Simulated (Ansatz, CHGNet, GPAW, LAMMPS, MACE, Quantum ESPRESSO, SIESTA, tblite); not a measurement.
# Glassy 68SiO2-14MgO-11ZnO-7BaO (mol %) (75 atoms) in other programs, against a plane-wave reference

Wanted: errors and costs of other methods on glassy 68SiO2-14MgO-11ZnO-7BaO (mol %) (75 atoms). A plane-wave run serves as the reference.

Calculated with Ansatz 0.2.0; Kohn-Sham DFT, PBE, PAW, plane waves.

### 1. The structure

The cell holds 75 atoms: 19 Si, 4 Mg, 3 Zn, 2 Ba and 47 O. Cell: a = 10.675 Å, b = 10.675 Å, c = 10.675 Å, α = 90.0°, β = 90.0°, γ = 90.0°. 75 atoms (19 Si, 4 Mg, 3 Zn, 2 Ba, 47 O) placed at random at 2.53 g/cm³, melted at 4000 K for 10 ps at fixed volume with the Morse and Coulomb pair potential with partial charges (Pedone, Malavasi, Menziani, Cormack and Segre, J. Phys. Chem. B 110, 11780 (2006)). Quenched from 4000 K to 300 K at 25 K/ps and fixed volume, held 5 ps, then minimised at fixed cell.

### 2. The reference run

The PAW files are the set soft_2.

The input, input.yaml:

```yaml
crystal:
  lattice:
    - [10.6753, 0.0, 0.0]
    - [0.0, 10.6753, 0.0]
    - [0.0, 0.0, 10.6753]
  atoms:
    - { symbol: Si, position: [0.3338, 0.89179, 0.3971] }
    - { symbol: Si, position: [0.35101, 0.39243, 0.12862] }
    - { symbol: Si, position: [0.83909, 0.3005, 0.01938] }
    - { symbol: Si, position: [0.88301, 0.56968, 0.89116] }
    [... 65 atom lines left out ...]
    - { symbol: O, position: [0.33327, 0.52608, 0.20851] }
    - { symbol: O, position: [0.81507, 0.79148, 0.43879] }
    - { symbol: O, position: [0.74342, 0.21264, 0.94517] }
    - { symbol: O, position: [0.40398, 0.42097, 0.98766] }
    - { symbol: O, position: [0.86314, 0.42764, 0.93787] }
    - { symbol: O, position: [0.35361, 0.98165, 0.27877] }
kpoints:
  mp_grid: { grid: [1, 1, 1] }
hamiltonian:
  xc: pbe
scf:
  occupations: { method: fermi_dirac, width: 0.05 }
output:
  forces: true
  eigenvalues: true
  populations: true
  stress: true
```

On the command line:

```bash
$ ansatz run input.yaml --threads 4 --pin off --max-ram 8192MiB --backend cpu --events-out ev --progress --plain --runs-dir out
```

The log of the run:

```text
[...]
Pseudopotentials: kind: paw
Pseudopotential: Si, paw, valence charge 4, recommended cutoff 420 eV (normal), Si.paw.azcp
Pseudopotential: Mg, paw, valence charge 10, recommended cutoff 420 eV (normal), Mg.paw.azcp
Pseudopotential: Zn, paw, valence charge 12, recommended cutoff 420 eV (normal), Zn.paw.azcp
Pseudopotential: Ba, paw, valence charge 10, recommended cutoff 420 eV (normal), Ba.paw.azcp
Pseudopotential: O, paw, valence charge 6, recommended cutoff 420 eV (normal), O.paw.azcp
[...]
Crystal: 75 atoms, lattice volume = 1216.579 Å³
Basis set: ecut = 420 eV, 23847 PW (Γ), exchange–correlation on 144×144×144 points (8 copies of the dense FFT grid, shifted against one another)
Bands: 302, of which v1, the nominal top of the filled ones, is band 227 counted from 1 (226 counted from 0)
Symmetry: 1 space group operations
Space group: P1 (ITA 1), of the structure as read, at distance tolerance 1.1e-4 Å
k-points: 1
[...]
Initial density: superposition of atomic densities (neutral atoms: chi_scale 0, normalization atom), corrected by the library's trained network
Initial wavefunctions: pseudopotential atomic-orbital guess
[...]
SCF iter   1: F=—  HF=-68377.527419 eV  |F-HF|=—  |Δ(HF+E_count)|=         —  Δρ=2.28e-3  dr2=1.10e-1  ethr=1.77e-3  ⟨swp⟩=6.0  Hψ=1404  notcnv=0  defer=58
preconditioner: auto → Resta (q_TF=auto, 2.315 Å⁻¹)  ε∞=3.2  [insulator: Δε(μ)=2.441 eV  Ē_g=14.711 eV  σ=0.050 eV  W_gap=1.00  n_scr=250 (ndim 8)  ℏωp=21.8 eV  f_vac=0.240  D(μ)=0.00/eV (n_scr^D=0)  ε∞_Penn≈3.2]
[...]
SCF iter   9: F=—  HF=-68377.513195 eV  |F-HF|=—  |Δ(HF+E_count)|=   1.16e-7  Δρ=3.22e-6  dr2=1.22e-7  ethr=2.92e-10  ⟨swp⟩=2.0  Hψ=417  notcnv=0  defer=66
SCF iter  10: F=-68377.513195 eV  HF=-68377.513195 eV  |F-HF|=8.66e-9  |Δ(HF+E_count)|=   8.38e-8  Δρ=1.82e-6  dr2=3.61e-8  ethr=2.20e-11  ⟨swp⟩=17.0  Hψ=2021  notcnv=0
SCF 1 converged in 10 iterations: F = -68377.513195 eV  dr2 = 3.61e-8
[...]
SCF converged after 10 iterations
Free energy (F): -68377.513195 eV
Harris-Foulkes:  -68377.513195 eV  (|F-HF|=8.66e-9)
Internal energy: -68377.513195 eV  (E = F + TS)
E sigma→0 (E₀):  -68377.513195 eV
Fermi energy:    4.313515 eV
--- Per-component energies (eV) ---
[...]
Σ components = -68377.513195   (vs F -68377.513195, Δ=0.00e0)
--- Forces (eV/Å), atoms counted from 1 ---
  atom   1  Si     0.03767222     0.65354378     0.97506337
  atom   2  Si    -0.74567399     0.00299201    -0.62059207
  atom   3  Si     0.61961772     0.21759279    -0.57195438
  atom   4  Si     0.31225394     0.87900617     0.64147820
[...]
atom  75  O     -0.72679154     0.26135039    -1.98826655
  max |Σ_I F_I| component: 9.31e-5 eV/Å
--- Stress (GPa, compression-positive) ---
        1.386645       0.833076       0.131419
        0.833076      -2.320047      -0.580725
        0.131419      -0.580725       2.032718
  P = ⅓ Tr σ = 0.3664 GPa (3.664 kbar)
--- Band table (eV) ---
  k-point 0: bands = ["-72.4818", "-72.1421", "-71.0920", "-70.8087", [... 286 levels ...], "11.3781", "11.4828", "11.5041", "11.5307", "11.5862", "11.6164", "11.6581", "11.6962", "11.7702", "11.7838", "11.8540", "11.8677"]
--- Löwdin populations: 75 sites ---
  site symbol       q [e]
     0     Si      2.3722
     1     Si      2.2778
     2     Si      2.2859
[...]
74      O      7.0239
  spilling = 0.012252 (of n_electrons = 454.000000)
```

Elapsed: 18 s, on 4 threads of Arm Neoverse V1, shared host; peak memory 1.4 GiB.

The column dr2 measures how far the density is from self-consistency, as an energy; F and HF (Harris–Foulkes) agree once it is small.

Numbers from this run:

- free energy: -68377.5132 eV
- free energy per atom: -911.7002 eV/atom
- SCF cycles: 10
- pressure: 0.3664 GPa
- r.m.s. force component: 0.8257 eV/Å
- longest force: 2.837 eV/Å
- Fermi energy: 4.314 eV
- gap (highest filled to lowest empty level): 2.296 eV
- spilling of the projection: 0.01225

Length of the force by element:

| element | coordination | atoms | mean length of the force (eV/Å) | spread | least | most |
| --- | --- | --- | --- | --- | --- | --- |
| Ba | all | 2 | 0.594 | 0.0965 | 0.497 | 0.691 |
| Mg | all | 4 | 1.15 | 0.210 | 0.889 | 1.42 |
| O | all | 47 | 1.36 | 0.720 | 0.186 | 2.84 |
| Si | all | 19 | 1.18 | 0.456 | 0.417 | 2.52 |
| Zn | all | 3 | 1.31 | 0.409 | 0.747 | 1.71 |

Löwdin charges by element (they lack the spilled electrons, 0.074 e an atom on average):

| element | coordination | atoms | mean charge (e) | spread | least | most |
| --- | --- | --- | --- | --- | --- | --- |
| Ba | all | 2 | 1.87 | 0.0101 | 1.86 | 1.88 |
| Mg | all | 4 | 1.64 | 0.0079 | 1.63 | 1.65 |
| O | all | 47 | -0.898 | 0.108 | -1.07 | -0.795 |
| Si | all | 19 | 1.74 | 0.0449 | 1.63 | 1.81 |
| Zn | all | 3 | 1.47 | 0.0071 | 1.46 | 1.48 |

The levels nearest the highest filled one (over half full), pooled over k-points and spins:

| level less the highest filled one (eV) | occupation |
| --- | --- |
| -0.796 | 2 |
| -0.662 | 2 |
| -0.588 | 2 |
| -0.424 | 2 |
| -0.272 | 2 |
| 0 | 2 |
| 2.30 | 0 |
| 3.09 | 0 |
| 3.73 | 0 |
| 3.85 | 0 |
| 4.06 | 0 |
| 4.21 | 0 |

The run ends at a pressure of 0.37 GPa, with forces up to 2.8 eV/Å.

### 3. Local order

Density 2.53 g/cm³, 16.22 Å³ an atom.

Pair distribution functions g(r), in bins of 0.2 Å:

| r (Å) | total | O-O | O-Si | O-Mg | O-Zn | O-Ba | Si-Si |
| --- | --- | --- | --- | --- | --- | --- | --- |
| 1.50 | 1.11 | 0.00 | 3.50 | 0.00 | 0.00 | 0.00 | 0.00 |
| 1.70 | 3.87 | 0.00 | 12.16 | 0.00 | 0.00 | 0.00 | 0.00 |
| 1.90 | 0.45 | 0.00 | 0.00 | 2.64 | 5.51 | 0.00 | 0.00 |
| 2.10 | 0.56 | 0.00 | 0.00 | 5.96 | 3.23 | 0.00 | 0.00 |
| 2.30 | 0.00 | 0.00 | 0.00 | 0.00 | 0.00 | 0.00 | 0.00 |
| 2.50 | 0.81 | 2.06 | 0.00 | 0.00 | 0.00 | 0.00 | 0.00 |
| 2.70 | 2.07 | 4.95 | 0.00 | 0.73 | 0.50 | 0.67 | 0.00 |
| 2.90 | 0.36 | 0.43 | 0.00 | 0.00 | 0.00 | 3.12 | 0.00 |
| 3.10 | 0.71 | 0.45 | 0.06 | 0.26 | 0.00 | 3.23 | 5.48 |
| 3.30 | 0.74 | 0.59 | 0.15 | 0.93 | 0.00 | 1.39 | 2.31 |
| 3.50 | 0.71 | 0.32 | 0.96 | 1.04 | 0.57 | 0.84 | 0.00 |
| 3.70 | 0.79 | 0.73 | 0.99 | 0.55 | 1.02 | 0.00 | 0.00 |
| 3.90 | 1.10 | 0.61 | 1.67 | 0.83 | 1.57 | 1.66 | 0.35 |
| 4.10 | 1.27 | 0.83 | 2.38 | 1.22 | 0.82 | 0.60 | 0.31 |
| 4.30 | 1.03 | 0.93 | 1.32 | 1.51 | 1.69 | 0.81 | 0.14 |
| 4.50 | 1.03 | 0.89 | 0.83 | 2.53 | 2.38 | 0.26 | 0.92 |
| 4.70 | 1.01 | 1.11 | 0.76 | 1.05 | 1.55 | 1.65 | 0.97 |
| 4.90 | 0.94 | 1.25 | 0.70 | 0.53 | 0.43 | 1.29 | 0.90 |
| 5.10 | 1.27 | 1.64 | 0.94 | 0.99 | 0.79 | 1.18 | 1.33 |

### 4. The other programs

The programs:
- CHGNet: machine-learned potential, published weights.
- GPAW 26.7.0: PAW with atomic orbitals (LCAO), plane waves or a real-space grid of spacing h.
- MACE: machine-learned potential, published weights.
- Quantum ESPRESSO 7.5: plane waves; labels (QE) give functional, pseudopotential set and cutoffs of waves/density.
- SIESTA 5.4.2: numerical atomic orbitals, whose automatically made sets are far from complete, with PseudoDojo norm-conserving potentials that we converted to its format (checked against plane waves on the same files for H, C, O, Si, Ge and Ca alone); labels give functional, basis size, energy shift and mesh cutoff.
- tblite 0.8.0: extended tight binding, driven from Python.

All use the same cell and atoms; the electronic-structure runs use the same k-mesh, and an electronic temperature of 580 K (0.05 eV) where levels are smeared.

Differences are against the plane-wave reference, forces as r.m.s. over components; share is that over the reference's r.m.s. force, slope the least-squares factor from reference forces to these. Total energies of different programs have different zeros and aren't compared.

| run | Δ force, r.m.s. (meV/Å) | share (%) | slope | Δ pressure (GPa) | Δ gap (eV) | cores | CPU time | memory (GiB) |
| --- | --- | --- | --- | --- | --- | --- | --- | --- |
| reference | - | - | - | - | - | 4 | 62 s | 1.4 |
| CHGNet r2SCAN potential | 264 | 32.0 | 0.709 | -3.20 | - | 1 | 3.9 s | 0.89 |
| GPAW PBE, LCAO dzp, h 0.18 Å | 333 | 40.3 | 1.341 | - | -0.181 | 1 | 3 min | 1.6 |
| GPAW PBE, LCAO szp(dzp), h 0.18 Å (coarse) | 319 | 38.7 | 1.294 | - | -0.302 | 1 | 2.2 min | 1.5 |
| GPAW RPBE, LCAO dzp, h 0.18 Å | 372 | 45.1 | 1.354 | - | -0.0689 | 1 | 3.1 min | 1.6 |
| MACE MP-0b2 small potential | 126 | 15.2 | 0.943 | 0.290 | - | 1 | 7.1 s | 0.66 |
| MACE MP-0b3 medium potential | 107 | 13.0 | 0.952 | 0.205 | - | 1 | 8.9 s | 0.92 |
| QE PBE, sssp-1.3.0-efficiency, 60/480 Ry | 32.7 | 3.96 | 1.027 | 0.155 | -0.0129 | 4 | 15 min | 3.8 |
| SIESTA PBE, DZ, shift 0.01 Ry, mesh 500 Ry (coarse) | 938 | 114 | 1.839 | 9.40 | -0.480 | 1 | 1.9 min | 0.93 |
| SIESTA PBE, DZP, shift 0.002 Ry, mesh 500 Ry | 230 | 27.8 | 1.218 | 2.48 | -0.326 | 2 | 8.6 min | 2.6 |
| SIESTA PBE, DZP, shift 0.01 Ry, mesh 500 Ry | 257 | 31.1 | 1.230 | 1.72 | -0.323 | 2 | 4.2 min | 1.8 |
| SIESTA PBE, SZ, shift 0.02 Ry, mesh 500 Ry (coarse) | 889 | 108 | 1.774 | 6.49 | -1.43 | 1 | 84 s | 0.72 |
| SIESTA PBE, SZP, shift 0.01 Ry, mesh 500 Ry (coarse) | 450 | 54.5 | 1.363 | 5.23 | -0.282 | 2 | 3.5 min | 1.7 |
| SIESTA PBE, TZP, shift 0.01 Ry, mesh 500 Ry | 200 | 24.2 | 1.171 | 0.482 | -0.308 | 2 | 5.5 min | 2.1 |
| tblite GFN1-xTB | 520 | 63.0 | 0.936 | -2.77 | - | 1 | 4.3 s | 0.11 |

Rows marked coarse were listed beforehand as settings not expected to be converged; some can still land near the reference.

Times of the machine-learned potentials are mostly Python's start and the loading of weights.

CPU time is summed over cores on a shared host, where runs went side by side, so it is rough. Symmetry, cutoffs, thresholds, outputs and thread counts weren't matched or tuned between programs; memory under MPI is the largest rank's times the ranks.

Mean charges by element (e), by run and scheme:

| run | scheme | Si | Mg | Zn | Ba | O |
| --- | --- | --- | --- | --- | --- | --- |
| reference | Löwdin | +1.74 | +1.64 | +1.47 | +1.87 | -0.90 |
| SIESTA PBE, DZP, shift 0.002 Ry, mesh 500 Ry | Hirshfeld | +0.44 | +0.59 | +0.85 | +0.70 | -0.31 |
| SIESTA PBE, DZP, shift 0.01 Ry, mesh 500 Ry | Hirshfeld | +0.36 | +0.55 | +0.85 | +0.67 | -0.28 |
| SIESTA PBE, TZP, shift 0.01 Ry, mesh 500 Ry | Hirshfeld | +0.38 | +0.55 | +0.84 | +0.69 | -0.29 |
| tblite GFN1-xTB | Mulliken | +0.87 | +0.80 | +1.00 | +1.19 | -0.54 |

The reference's Löwdin charges lack the electrons that the projection spills, 0.074 e an atom on average.

### 5. Outcome

- reference r.m.s. force component: 0.826 eV/Å
- nearest in forces: QE PBE, sssp-1.3.0-efficiency, 60/480 Ry, 4.0 %
- farthest in forces: SIESTA PBE, DZ, shift 0.01 Ry, mesh 500 Ry (coarse), 114 %
- cheapest electronic-structure run beside the reference: tblite GFN1-xTB, 4.3 s of CPU time

In words: PBE on plane waves or a grid with other potentials, cutoffs or grids, coarse settings apart, differs from the reference by 4.0 % (QE PBE, sssp-1.3.0-efficiency, 60/480 Ry) of the r.m.s. force; this holds the reference's own error, so differences of a few per cent don't tell which side is nearer the exact PBE result (QE's 60 Ry are 816 eV, against the reference's 420 eV). The PBE runs in local orbitals, coarse settings apart, differ by 24 % (SIESTA PBE, TZP, shift 0.01 Ry, mesh 500 Ry) to 40 % (GPAW PBE, LCAO dzp, h 0.18 Å); basis, grid and potentials can all enter. Tight binding differs by 63 % (tblite GFN1-xTB); it is another model, with fitted parameters of its own, and the xTB methods hold dispersion. Machine-learned potentials differ by 13 % (MACE MP-0b3 medium potential) to 32 % (CHGNet r2SCAN potential); they were trained on other programs' data, some at another functional. Rows with another functional or a dispersion term differ by 45 % (GPAW RPBE, LCAO dzp, h 0.18 Å), which mixes the change of model with differences of basis and potentials. Runs with settings chosen to be coarse differ by 39 % (GPAW PBE, LCAO szp(dzp), h 0.18 Å) to 114 % (SIESTA PBE, DZ, shift 0.01 Ry, mesh 500 Ry), their programs' other errors included. One electronic-structure run takes under half the reference's CPU time: tblite GFN1-xTB, at 63 % in 4.3 s against 62 s, too far off to be of use; its pressure misses by -2.8 GPa. GPAW PBE, LCAO dzp, h 0.18 Å stiffens the forces by a factor of 1.34 while following their directions (correlation 0.987); the slopes of the 3 GPAW runs lie between 1.29 and 1.35; the difference isn't even, but is largest on one element. At the same functional, gaps differ from the reference's 2.30 eV by between -1.43 and -0.01 eV. In pressure, SIESTA PBE, DZ, shift 0.01 Ry, mesh 500 Ry misses by +9.4 GPa, at the same functional. Charges hang on model, scheme and program or settings: among these rows the mean for Si runs from +0.36 to +1.74 e. In the reference: filled and empty levels are parted by 2.30 eV (at Γ alone); a semilocal functional tends to put such gaps too low. In a disordered cell it changes from sample to sample, and tail or defect levels can set it. In the reference: mean Löwdin charges: Ba +1.87, Mg +1.64, O -0.90, Si +1.74, Zn +1.47 e (they miss 1.2 % of the electrons, so they add up to more than the cell's charge). Periodic xTB results under one method name differ between programs and library versions. The potentials hold different valence shells: 454 electrons in the reference, 446 in Quantum ESPRESSO with SSSP and 478 in SIESTA; this bears on time and differences. Machine-learned potentials mimic data converged in k, so the reference's own k-point error enters their differences. The quench rate of 25 K/ps is many orders above laboratory rates, so the cell is likely richer in defects and strain than a real sample. The network of bonds at the start is that of the classical potential that made the cell, and needn't be the one that DFT or experiment would give. The reference's stress is far from hydrostatic: its diagonal is 1.4, -2.3, 2.0 GPa, compression counted positive. The electronic-structure runs sample only Γ, in a cell whose shortest periodic width is 11 Å. Spin–orbit coupling is left out, which matters for the levels of the heavy elements.

[Also dropped from logs without a mark: logging warnings of Python, and SIESTA's first energy breakdown and zero terms.]

[Logs are printed without paths, hosts, clocks, repeated set-up lines and the standing remarks that a program may print on its own settings, such as how far it seeks lower states.]

[Hosts, paths, dates, database ids (printed as entryN), source tags and the programs' standing remarks are cut or masked in the printed files.]
